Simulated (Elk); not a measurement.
# MnCl2 (Scacchite) with and without a Hubbard term, part 2 of 2

Wanted: spin and orbital moments of MnCl2 (Scacchite) under several sizes and forms of the Hubbard term.

Elk 11.2.3 (patched build); LDA (Perdew-Wang); all-electron APW+lo, Dirac cores, scalar-relativistic bands with second-variational spin-orbit coupling.

So far, largest spin moment in the muffin-tin sphere (μB): step 2 (No U) 4.46; step 3 (U = 4.00 eV, J = 0.90 eV on Mn d (fully localised)) 4.58; step 4 (U = 2.00 eV, J = 0.90 eV on Mn d (fully localised)) 4.51.

The database entry behind the starting cell has ideal inner coordinates that were not refined, so it need not match the best structure at ambient conditions.

## (5) U = 2.00 eV, J = 0.90 eV on Mn d (around mean field)

Level of this step: LDA (Perdew-Wang) with U = 2.00 eV, J = 0.90 eV on Mn d (around mean field); all-electron APW+lo, Dirac cores, scalar-relativistic bands with second-variational spin-orbit coupling (Elk).

Around-mean-field double counting counts from equal filling of a spin's orbitals, which suits more itinerant shells.

Contents of elk.in:

```
tasks
  0
  15

xctype
  3

rgkmax
  7.0

nempty
  12

swidth
  0.002

reducebf
  0.6

epsengy
  1e-05

maxscl
  100

lmaxi
  3

spinorb
  .true.

cmagz
  .true.

spinpol
  .true.

tmwrite
  .true.

sppath
  './'

avec
  3.48276524769 2.01077545324 11.00450513234
  -3.48276524769 2.01077545324 11.00450513234
  0.00000000000 -4.02155090649 11.00450513234

atoms
  2
  'Mn.in'
  1
  0.0000000000 0.0000000000 0.0000000000   0.000000 0.000000 -0.337500
  'Cl.in'
  2
  0.2500000000 0.2500000000 0.2500000000   0.000000 0.000000 0.000000
  0.7500000000 0.7500000000 0.7500000000   0.000000 0.000000 0.000000

ngridk
  6 6 6

dft+u
  2 1
  1 2 0.073499 0.033074
```

On the command line:

```sh
$ OMP_NUM_THREADS=4 elk
```

Numbers of over 12 decimals in the logs are rounded to 6 here.

What it wrote:

```text
Warning(gndstate): forces or DFT+U at lmaxo under 8 : 6
  [figures from our tests cut]: type lmaxo 8 and lmaxapw 10
Warning(chksvso): spin-orbit splittings by the second variation are low [figures from our tests cut]: local-orbitals by j (lorbdm 7 and 8, zora) mend levels alone

--- INFO.OUT ---
┌─────────────────────────┐
│ Elk code version 11.2.3 │
└─────────────────────────┘

All units are atomic (Hartree, Bohr, etc.)

┌─────────────────────────────────────────────────┐
│ Ground-state run starting from atomic densities │
[...]
total calculated charge     :    58.99908126
 total charge                :    59.00000000
 error                       :   0.9187369800E-03

Moments :
 interstitial                :   0.2886338069
 muffin-tins
  species : 1 (Mn)
   atom 1                    :    4.452904845
  species : 2 (Cl)
   atom 1                    :   0.1252084334
   atom 2                    :   0.1252084334
 total in muffin-tins        :    4.703321712
 total moment                :    4.991955519

┌──────────────────────────────┐
│ Self-consistent loop stopped │
└──────────────────────────────┘

Warning : forces or DFT+U at lmaxo under 8 : 6

Wrote STATE.OUT

[key lines of the parts left out:]
total energy                :     -2077.0279283510
```

Elapsed: 77 s, on 4 threads of Arm Neoverse V1, shared host; peak memory 0.2 GiB.

Read from the output:

* density of states at the Fermi level: 9.77e-6 states/eV/cell
* moment between the spheres: 0.2886 μB
* magnetization: 4.992 μB
* final state: ferromagnetic
* largest moment: 4.453 μB

The largest spin moment is -0.01 μB from that of the first run.

## (6) A Yukawa screening of 1 1/bohr on Mn d (fully localised)

Only the screening constant of the Yukawa potential is typed; U and J both come out of the radial functions.

elk.in, as its differences from that of step 5:

```diff
@@ -62,3 +62,3 @@
 dft+u
-  2 1
-  1 2 0.073499 0.033074
+  1 4
+  1 2 1.000000
```

On the command line:

```sh
$ OMP_NUM_THREADS=4 elk
```

What it wrote:

```text
Warning(gndstate): forces or DFT+U at lmaxo under 8 : 6
  [figures from our tests cut]: type lmaxo 8 and lmaxapw 10
Warning(chksvso): spin-orbit splittings by the second variation are low [figures from our tests cut]: local-orbitals by j (lorbdm 7 and 8, zora) mend levels alone

--- INFO.OUT ---
┌─────────────────────────┐
│ Elk code version 11.2.3 │
└─────────────────────────┘

All units are atomic (Hartree, Bohr, etc.)

┌─────────────────────────────────────────────────┐
│ Ground-state run starting from atomic densities │
[...]
total calculated charge     :    58.99910455
 total charge                :    59.00000000
 error                       :   0.8954525815E-03

Moments :
 interstitial                :   0.2352499262
 muffin-tins
  species : 1 (Mn)
   atom 1                    :    4.688765217
  species : 2 (Cl)
   atom 1                    :   0.3676623147E-01
   atom 2                    :   0.3676623147E-01
 total in muffin-tins        :    4.762297680
 total moment                :    4.997547606

┌──────────────────────────────┐
│ Self-consistent loop stopped │
└──────────────────────────────┘

Warning : forces or DFT+U at lmaxo under 8 : 6

Wrote STATE.OUT

[key lines of the parts left out:]
total energy                :     -2076.9686709927
```

Wall time 83 s (4 threads); peak memory 0.2 GiB; 5.2 min of CPU time.

This step gave:

```yaml
density_of_states_at_the_fermi_level: 1.85e-9 states/eV/cell
moment_between_the_spheres: 0.2352 μB
magnetization: 4.998 μB
final_state: ferromagnetic
largest_moment: 4.689 μB
```

The largest spin moment is +0.23 μB from that of the first run.

FDU.OUT:

```text

   1   2 : species, l
  0.3160159483     : F^(0)
  0.3494838132     : F^(2)
  0.2377224297     : F^(4)
  0.3160159483     : U
  0.4194330306E-01 : J
   1.000000000     : screening length λ
```

In eV, for the first corrected species: U = 8.60, J = 1.14.

## (7) U = 4.00 eV on Mn d, Slater integrals from a Yukawa potential (fully localised)

Here the screening length of a Yukawa potential is fitted to the U, and J and the other Slater integrals follow from it.

elk.in, as its differences from that of step 6:

```diff
@@ -62,3 +62,3 @@
 dft+u
-  1 4
-  1 2 1.000000
+  1 5
+  1 2 0.146997
```

On the command line:

```sh
$ OMP_NUM_THREADS=4 elk
```

What it wrote:

```text
Warning(gndstate): forces or DFT+U at lmaxo under 8 : 6
  [figures from our tests cut]: type lmaxo 8 and lmaxapw 10
Warning(chksvso): spin-orbit splittings by the second variation are low [figures from our tests cut]: local-orbitals by j (lorbdm 7 and 8, zora) mend levels alone

--- INFO.OUT ---
┌─────────────────────────┐
│ Elk code version 11.2.3 │
└─────────────────────────┘

All units are atomic (Hartree, Bohr, etc.)

┌─────────────────────────────────────────────────┐
│ Ground-state run starting from atomic densities │
[...]
total calculated charge     :    58.99909144
 total charge                :    59.00000000
 error                       :   0.9085642616E-03

Moments :
 interstitial                :   0.2589230854
 muffin-tins
  species : 1 (Mn)
   atom 1                    :    4.578120128
  species : 2 (Cl)
   atom 1                    :   0.8039902820E-01
   atom 2                    :   0.8039902820E-01
 total in muffin-tins        :    4.738918184
 total moment                :    4.997841270

┌──────────────────────────────┐
│ Self-consistent loop stopped │
└──────────────────────────────┘

Warning : forces or DFT+U at lmaxo under 8 : 6

Wrote STATE.OUT

[key lines of the parts left out:]
total energy                :     -2076.9999847575
```

It took 63 s on 4 threads; peak memory 0.19 GiB.

Numbers from this step:

| Property | Result |
| --- | --- |
| density of states at the Fermi level | 1.85e-9 states/eV/cell |
| moment between the spheres | 0.2589 μB |
| magnetization | 4.998 μB |
| final state | ferromagnetic |
| largest moment | 4.578 μB |

The largest spin moment is +0.12 μB from that of the first run.

FDU.OUT:

```text

   1   2 : species, l
  0.1469969951     : F^(0)
  0.2657363359     : F^(2)
  0.2105458078     : F^(4)
  0.1469969951     : U
  0.3402015312E-01 : J
   2.048861018     : screening length λ
```

In eV, for the first corrected species: U = 4.00, J = 0.93.

## (8) The forms together

```
                                                                   Hubbard term          state  largest spin moment (μB)  its orbital moment (μB)  CPU time
                                                                           none  ferromagnetic                     4.463                    0.003   3.1 min
                             U = 4.00 eV, J = 0.90 eV on Mn d (fully localised)  ferromagnetic                     4.578                    0.002   3.9 min
                             U = 2.00 eV, J = 0.90 eV on Mn d (fully localised)  ferromagnetic                     4.507                    0.003   3.9 min
                           U = 2.00 eV, J = 0.90 eV on Mn d (around mean field)  ferromagnetic                     4.453                    0.006   4.8 min
                       a Yukawa screening of 1 1/bohr on Mn d (fully localised)  ferromagnetic                     4.689                    0.001   5.2 min
U = 4.00 eV on Mn d, Slater integrals from a Yukawa potential (fully localised)  ferromagnetic                     4.578                    0.002   3.9 min
```

## (9) Outcome

```yaml
range_of_the_spin_moment: 4.45 to 4.69 μB
range_of_the_orbital_moment: 5.4e-4 to 0.0060 μB
```

In words: Over the forms that converged the largest spin moment runs from 4.45 to 4.69 μB. At U = 2.00 eV, J = 0.90 eV on Mn d, around-mean-field double counting gives a moment 0.054 μB smaller, since it penalises spin polarisation. Against no U, U = 4.00 eV, J = 0.90 eV on Mn d in the fully localised form raises the moment by 0.12 μB. Total energies under different Hubbard terms can't be compared.

[Logs and program files are shortened in this print: banners, set-up blocks, solver, clock and traceback lines can be left out without a mark of their own.]

[Logs are printed without paths, hosts, clocks, repeated set-up lines and the standing remarks that a program may print on its own settings, such as how far it seeks lower states.]

[Hosts, paths, dates, database ids (printed as entryN), source tags and the programs' standing remarks are cut or masked in the printed files.]

[Where a cell is said to come from a database of computed structures, the database is the Materials Project.]
